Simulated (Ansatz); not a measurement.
# Lattice dynamics of MgH2 (model cell, started as CdI2 type)

How does MgH2 (model cell, started as CdI2 type) vibrate, and is this structure a minimum?

Calculated with Ansatz 0.2.0; DFT LDA, scalar-relativistic, plane waves, PAW.

The structure was built from a prototype and need not be the compound's stable phase.

### 1. The starting structure

It takes space group P-3m1 (No. 164, trigonal). Conventional cell: a = 3.074 Å, b = 3.074 Å, c = 4.980 Å, α = 90.00°, β = 90.00°, γ = 120.00°. Nearest to Mg lie 6 H at 2.17 Å. Nearest to H lie 3 Mg at 2.17 Å. Farther neighbours are not listed.

As a file:

```cif
data_structure
_symmetry_space_group_name_H-M 'P 1'
_symmetry_Int_Tables_number 1
_cell_length_a 3.0740
_cell_length_b 3.0740
_cell_length_c 4.9799
_cell_angle_alpha 90.000
_cell_angle_beta 90.000
_cell_angle_gamma 120.000
_cell_volume 40.75
loop_
_atom_site_label
_atom_site_type_symbol
_atom_site_fract_x
_atom_site_fract_y
_atom_site_fract_z
_atom_site_occupancy
Mg1 Mg 0.00000 0.00000 0.00000 1
H2 H 0.33333 0.66667 0.25000 1
H3 H 0.66667 0.33333 0.75000 1
```

### 2. Coarse relaxation

The start is far from rest, so a relaxation with loose tolerances brings it close first.

input.yaml

```yaml
crystal:
  lattice:
    - [3.074, 0.0, 0.0]
    - [-1.537, 2.66216, 0.0]
    - [0.0, 0.0, 4.97988]
  atoms:
    - { symbol: Mg, position: [0.0, 0.0, 0.0] }
    - { symbol: H, position: [0.333333, 0.666667, 0.25] }
    - { symbol: H, position: [0.666667, 0.333333, 0.75] }
kpoints:
  mp_grid: { grid: [9, 9, 4] }
hamiltonian:
  xc: lda
scf:
  occupations: { method: gaussian, width: 0.1 }
output:
  forces: true
  stress: true
  eigenvalues: true
relax:
  adjacent_minimum: "off"
  f_tol: 0.05
  max_steps: 80
  cell: { stress_tol: 0.5 }
```

Started as:

```console
ansatz run input.yaml --threads 8 --pin off --max-ram 14336MiB --backend cpu --events-out ev --progress --plain --runs-dir out
```

Numbers of over 12 decimals in the logs are rounded to 6 here.

Log:

```text
[...]
cell:  # Å, volume = 31.9134 Å³
    - [2.969244, 0, -7.674681379637309e-17]
    - [-1.484622, 2.571440, 3.837340689818655e-17]
    - [-1.2432988718313086e-16, 0, 4.179753]
  atoms:
    - { symbol: Mg, position: [0, 0, -4.644619217000697e-19] }
    - { symbol: H, position: [0.333333, 0.666667, 0.223304] }
    - { symbol: H, position: [0.666667, 0.333333, 0.776696] }
[key lines of the parts left out:]
SCF converged after 4 iterations
Free energy (F): -1933.249690 eV
Fermi energy:    3.344145 eV
P = ⅓ Tr σ = -0.0320 GPa (-0.320 kbar)
```

Wall time 2.7 s (8 threads of Intel Xeon at 2.70GHz, shared host); peak memory 0.34 GiB.

The steps of the relaxation:

| step | energy less that of the first step (eV) | largest force component (eV/Å) | pressure (GPa) | volume (Å³) |
| --- | --- | --- | --- | --- |
| 1 | 0.0000 | 1.1055 | -8.27 | 40.75 |
| 2 | -0.4046 | 0.3364 | -3.61 | 37.88 |
| 3 | -0.4470 | 0.0842 | 1.10 | 35.03 |
| 4 | -0.4535 | 0.0041 | -0.23 | 35.25 |
| 5 | -0.4579 | 0.0107 | -0.50 | 34.50 |
| 6 | -0.4645 | 0.0022 | -0.23 | 32.64 |
| 7 | -0.4651 | 0.0023 | 0.04 | 31.91 |
| 8* | -0.4628 | 0.0019 | -0.03 | 31.91 |

Relaxation steps marked * repeat the geometry before them on a plane-wave basis chosen anew for their cell, so energy and pressure can jump there.

The run keeps the 12 symmetry operations that it works with, so distortions that break them were not tested.

| cell as run | before | after | change |
| --- | --- | --- | --- |
| a (Å) | 3.074 | 2.969 | -3.4 % |
| b (Å) | 3.074 | 2.969 | -3.4 % |
| c (Å) | 4.980 | 4.180 | -16.1 % |
| volume (Å³/atom) | 13.58 | 10.64 | -21.7 % |

The atoms that moved most (Å, as changes of fractional coordinates times the final cell):

| atom | dx | dy | dz | length |
| --- | --- | --- | --- | --- |
| H3 | 0.000 | 0.000 | 0.112 | 0.112 |
| H2 | 0.000 | 0.000 | -0.112 | 0.112 |

Final coordinates:

```xyz
3
Lattice="2.9692 0.0000 0.0000 -1.4846 2.5714 0.0000 0.0000 0.0000 4.1798" Properties=species:S:1:pos:R:3 pbc="T T T"
Mg    0.0000    0.0000    0.0000
H     0.0000    1.7143    0.9334
H     1.4846    0.8571    3.2464
```

A gap read on the k-mesh alone can miss the band edges.

This step gave:

* pressure: -0.03199 GPa
* gap on the k-mesh: 3.646 eV
* volume per atom: 10.64 Å³
* direct gap on mesh: 4.643 eV

In this step the volume went from 13.58 to 10.64 Å³/atom.

### 3. Relaxation

Harmonic phonons are second derivatives at a point where the forces vanish, and they are wanted at zero stress, so atoms and cell are relaxed first.

input.yaml

```yaml
crystal:
  lattice:
    - [2.9692436832, 0.0, 0.0]
    - [-1.4846218416, 2.5714404597, 0.0]
    - [0.0, 0.0, 4.1797526129]
  atoms:
    - { symbol: Mg, position: [0.0, 0.0, 0.0] }
    - { symbol: H, position: [0.3333333333, 0.6666666667, 0.2233038381] }
    - { symbol: H, position: [0.6666666667, 0.3333333333, 0.7766961619] }
kpoints:
  mp_grid: { grid: [9, 9, 6] }
hamiltonian:
  xc: lda
scf:
  occupations: { method: gaussian, width: 0.02 }
output:
  forces: true
  stress: true
  eigenvalues: true
  write_density: true
  write_potential: true
  elf: true
  volumetric_format: npy
relax:
  adjacent_minimum: "off"
  f_tol: 0.005
  max_steps: 80
  cell: { stress_tol: 0.05 }
```

Log:

```text
[...]
Crystal: 3 atoms, lattice volume = 31.913 Å³
Basis set: ecut = 420 eV, 613 PW (Γ)
Bands: 10, of which v1, the nominal top of the filled ones, is band 6 counted from 1 (5 counted from 0)
Symmetry: 12 space group operations
[...]
k-points: 62 of 486
[...]
SCF iter   1: F=—  HF=-1933.264417 eV  |F-HF|=—  |Δ(HF+E_count)|=         —  Δρ=1.18e-2  dr2=2.96e-2  ethr=1.77e-3  ⟨swp⟩=6.0  Hψ=4232  notcnv=0
[...]
SCF iter   6: F=-1933.250291 eV  HF=-1933.250291 eV  |F-HF|=5.45e-8  |Δ(HF+E_count)|=   1.66e-7  Δρ=1.08e-5  dr2=7.77e-8  ethr=8.33e-10  ⟨swp⟩=7.9  Hψ=3250  notcnv=0
SCF 1 converged in 6 iterations: F = -1933.250291 eV  dr2 = 7.77e-8
[...]
relax step   1: F+E_penalty+E_count = -1933.25029076 eV  Δ(F+E_penalty+E_count) = +0.000e0 eV  max|allowed force component| = 2.376e-3 eV/Å  Δτ_max = 0.0000 Å  P = -0.042 GPa  Ω = 31.913 Å³  (6 SCF iters, dr2 threshold 1.00e-7 eV, accepted)
Crystal: 3 atoms, lattice volume = 31.871 Å³
Basis set: ecut = 420 eV, 601 PW (Γ)
[...]
SCF iter   4: F=-1933.250325 eV  HF=-1933.250325 eV  |F-HF|=2.34e-10  |Δ(HF+E_count)|=   6.05e-9  Δρ=1.05e-6  dr2=1.32e-10  ethr=1.52e-10  ⟨swp⟩=6.9  Hψ=2577  notcnv=0
SCF 2 converged in 4 iterations: F = -1933.250325 eV  dr2 = 1.32e-10
relax step   2: F+E_penalty+E_count = -1933.25032462 eV  Δ(F+E_penalty+E_count) = -3.386e-5 eV  max|allowed force component| = 5.008e-3 eV/Å  Δτ_max = 0.0024 Å  P = +0.001 GPa  Ω = 31.871 Å³  energy of the carried Pulay correction = +2.581e-5 eV  (4 SCF iters, dr2 threshold 1.82e-8 eV, accepted)
Crystal: 3 atoms, lattice volume = 31.893 Å³
[...]
SCF iter   4: F=-1933.250320 eV  HF=-1933.250320 eV  |F-HF|=1.89e-11  |Δ(HF+E_count)|=   4.46e-9  Δρ=3.91e-7  dr2=2.49e-11  ethr=1.31e-11  ⟨swp⟩=5.8  Hψ=2804  notcnv=0
SCF 3 converged in 4 iterations: F = -1933.250320 eV  dr2 = 2.49e-11
relax step   3: F+E_penalty+E_count = -1933.25031966 eV  Δ(F+E_penalty+E_count) = +4.953e-6 eV  max|allowed force component| = 5.177e-5 eV/Å  Δτ_max = 0.0017 Å  P = +0.005 GPa  Ω = 31.893 Å³  energy of the carried Pulay correction = +1.193e-5 eV  (4 SCF iters, accepted)
[...]
SCF iter   1: F=—  HF=-1933.250304 eV  |F-HF|=—  |Δ(HF+E_count)|=         —  Δρ=2.67e-6  dr2=3.03e-10  ethr=7.21e-7  ⟨swp⟩=3.0  Hψ=5801  notcnv=0
eigensolver tolerance schedule: the retry pair's looser diagonalisation over-reported the residual by 285733.74 of it (diagonalisation noise at an unbounded share of the residual, at the tolerance the schedule requests for it); recorded, not acted on — ethr = c·dr2/N_el stays at c = 1.0e-1
SCF iter   2: F=—  HF=-1933.250303 eV  |F-HF|=—  |Δ(HF+E_count)|=   8.03e-7  Δρ=1.41e-6  dr2=9.90e-11  ethr=2.52e-12  ⟨swp⟩=3.1  Hψ=1336  notcnv=0
SCF iter   3: F=-1933.250303 eV  HF=-1933.250303 eV  |F-HF|=7.32e-11  |Δ(HF+E_count)|=  7.19e-11  Δρ=8.92e-7  dr2=2.76e-11  ethr=1.00e-12  ⟨swp⟩=4.0  Hψ=2481  notcnv=0
SCF 4 converged in 3 iterations: F = -1933.250303 eV  dr2 = 2.76e-11
relax step   4: F+E_penalty+E_count = -1933.25030312 eV  Δ(F+E_penalty+E_count) = +1.654e-5 eV  max|allowed force component| = 4.987e-5 eV/Å  Δτ_max = 0.0000 Å  P = +0.004 GPa  Ω = 31.893 Å³  stress off target by 1.28e-2 GPa  SCF on the basis re-selected at this cell (its energy is not comparable with the rows above)  (3 SCF iters)
[...]
SCF converged after 3 iterations
Free energy (F): -1933.250303 eV
[...]
Internal energy: -1933.250303 eV  (E = F + TS)
E sigma→0 (E₀):  -1933.250303 eV
Fermi energy:    3.293847 eV
[...]
--- Forces (eV/Å), atoms counted from 1 ---
  atom   1  Mg     0.00000000    -0.00000000     0.00000000
  atom   2  H     -0.00000000    -0.00000000    -0.00004987
  atom   3  H     -0.00000000     0.00000000     0.00004987
  max |Σ_I F_I| component: 2.89e-19 eV/Å
--- Stress (GPa, compression-positive) ---
        0.000311       0.000000      -0.000000
        0.000000       0.000311       0.000000
       -0.000000      -0.000000       0.012837
  P = ⅓ Tr σ = 0.0045 GPa (0.045 kbar)
--- Band table (eV; the first three rows and the last of 62) ---
[...]
--- Relaxed structure (3 steps of the walk, 3 accepted, 1 SCFs on fresh bases) ---
[...]
cell:  # Å, volume = 31.8932 Å³
    - [2.967269, 0.0, 0]
    - [-1.483634, 2.569730, 0]
    - [0, 0, 4.182668]
  atoms:
    - { symbol: Mg, position: [0, 0, 0] }
    - { symbol: H, position: [0.333333, 0.666667, 0.223478] }
    - { symbol: H, position: [0.666667, 0.333333, 0.776522] }
```

Wall time 1.4 s (8 threads); peak memory 0.34 GiB.

Little changed from the start: no atom moved by 0.005 Å and no cell edge by 0.1 %.

Numbers from this step:

| Quantity | Value |
| --- | --- |
| pressure | 0.004486 GPa |
| gap on the k-mesh | 3.554 eV |
| volume per atom | 10.63 Å³ |
| direct gap on mesh | 4.501 eV |

Valence density in the ac plane at fractional y = 0.333, with atoms of H within 0.2 Å of it. It is the smooth field of the valence electrons, not physical close to the nuclei.

Ten steps, logarithmic in the rise over the least value, from '0' (0.0 e/Å³) to '9' (1.8 e/Å³):
```
444444455666554
444444556777655
433334567888765
433334567999765
432234567999765
322223457888754
221122355676553
210012334555433
100001123333321
000000111222111
000000000111000
111111000000000
222222110000011
233332211000112
344443221111122
444444322111223
445544332222233
455554332222233
455554433333334
455554444444444
445544444555444
```
Columns run along a (3.0 Å), rows up along c (4.2 Å). Atoms in or near the plane, at fractional coordinates: H at (0.67, 0.78).

Electrostatic potential energy in the ac plane at fractional y = 0.333, with atoms of H within 0.2 Å of it. With pseudopotentials it is smooth inside the atoms' cores, unlike the true potential.

Values in eV, 19 rows by 15 columns, each cell a mean:
```
 -2  -4  -5  -5  -4  -2   1   2   3   3   4   3   3   2   1
  0  -2  -3  -3  -2   0   2   2   2   0  -2   0   2   2   1
  2   0   0   0   0   2   2   2  -2 -12 -15 -12  -2   2   2
  3   3   2   2   3   3   3   3  -8 -15 -15 -15  -8   3   3
  5   4   4   4   4   5   5   4  -5 -15 -15 -15  -5   4   5
  6   6   5   5   6   6   6   5   2  -6  -8  -6   2   5   6
  7   7   6   6   7   7   7   6   5   4   3   4   5   6   7
  7   7   7   7   7   7   7   7   7   7   6   7   7   7   7
  7   7   7   7   7   7   8   8   8   7   7   7   8   8   8
  7   7   7   7   7   7   8   8   8   8   8   8   8   8   8
  7   7   7   7   7   7   7   7   7   7   8   7   7   7   7
  7   7   6   6   7   7   7   7   7   7   7   7   7   7   7
  6   6   5   5   6   6   6   7   7   7   7   7   7   7   6
  5   4   4   4   5   5   5   6   6   6   6   6   6   6   5
  3   3   2   2   3   4   4   5   5   6   6   6   5   5   4
  2   1   0   0   1   2   3   4   5   5   5   5   5   4   3
  0  -2  -3  -3  -2   0   2   3   4   5   5   5   4   3   2
 -2  -4  -5  -5  -4  -2   1   2   4   4   5   4   4   2   1
 -2  -5  -6  -6  -5  -2   0   2   3   4   4   4   3   2   0
```
Columns run along a (3.0 Å; values clipped at the 3rd and 97th percentile), rows up along c (4.2 Å). Atoms in or near the plane, at fractional coordinates: H at (0.67, 0.78).

ELF in the ac plane at fractional y = 0.333, with atoms of H within 0.2 Å of it. It is the smooth field of the valence electrons, not physical close to the nuclei.

Ten even steps from '0' (0.0) to '9' (1.0):
```
000000158999851
100000489999984
200002799999997
510015999999999
620026999999999
620026999999999
510015899999998
200002689999986
000000257888752
000000012343210
000000000000000
012210000000000
245542100000001
578875210000012
688886310000013
688886410000014
566665310000013
222222210000012
100000111111111
000000012343210
000000125777521
```
Columns run along a (3.0 Å), rows up along c (4.2 Å). Atoms in or near the plane, at fractional coordinates: H at (0.67, 0.78).

In this step the volume went from 10.64 to 10.63 Å³/atom.

### 4. Relaxing to small forces for the phonons

Phonons need a cell at rest on their own settings, so the relaxation is repeated with tight tolerances on forces and stress on the k mesh and occupations of the first response run.

input.yaml

```yaml
crystal:
  lattice:
    - [2.9672685093, 0.0, 0.0]
    - [-1.4836342547, 2.5697299089, 0.0]
    - [0.0, 0.0, 4.1826684448]
  atoms:
    - { symbol: Mg, position: [0.0, 0.0, 0.0] }
    - { symbol: H, position: [0.3333333333, 0.6666666667, 0.2234780069] }
    - { symbol: H, position: [0.6666666667, 0.3333333333, 0.7765219931] }
kpoints:
  mp_grid: { grid: [9, 9, 8] }
hamiltonian:
  xc: lda
scf:
  occupations: { method: fixed }
output:
  forces: true
  stress: true
  eigenvalues: true
relax:
  adjacent_minimum: "off"
  f_tol: 0.001
  max_steps: 60
  cell: { stress_tol: 0.01 }
```

Log:

```text
[...]
Crystal: 3 atoms, lattice volume = 31.893 Å³
Basis set: ecut = 420 eV, 613 PW (Γ)
Bands: 10, of which v1, the nominal top of the filled ones, is band 6 counted from 1 (5 counted from 0)
Symmetry: 12 space group operations
[...]
k-points: 81 of 648
[...]
--- Band table (eV; the first three rows and the last of 81) ---
[...]
--- Relaxed structure (3 steps of the walk, 3 accepted, 1 SCFs on fresh bases) ---
[...]
cell:  # Å, volume = 31.9117 Å³
    - [2.967216, 2.8866940428312713e-11, 0]
    - [-1.483608, 2.569685, 0]
    - [0, 0, 4.185242]
  atoms:
    - { symbol: Mg, position: [0, 0, 0] }
    - { symbol: H, position: [0.333333, 0.666667, 0.223355] }
    - { symbol: H, position: [0.666667, 0.333333, 0.776645] }
[key lines of the parts left out:]
SCF converged after 5 iterations
Free energy (F): -1933.250331 eV
Fermi energy:    1.509558 eV
P = ⅓ Tr σ = 0.0017 GPa (0.017 kbar)
```

Wall time 1.4 s (8 threads); peak memory 0.34 GiB.

Little changed from the start: no atom moved by 0.005 Å and no cell edge by 0.1 %.

Numbers from this step:

```yaml
pressure: 0.001698 GPa
gap_on_the_k_mesh: 3.522 eV
volume_per_atom: 10.64 Å³
direct_gap_on_mesh: 4.511 eV
```

The largest force component left is 0.029 meV/Å and the pressure is 0.002 GPa, within the tolerances set. The cell now holds 10.64 Å³/atom.

(Part 1 of 4 ends here.)

[Logs are printed without paths, hosts, clocks, repeated set-up lines and the standing remarks that a program may print on its own settings, such as how far it seeks lower states.]

[Hosts, paths, dates, database ids (printed as entryN), source tags and the programs' standing remarks are cut or masked in the printed files.]
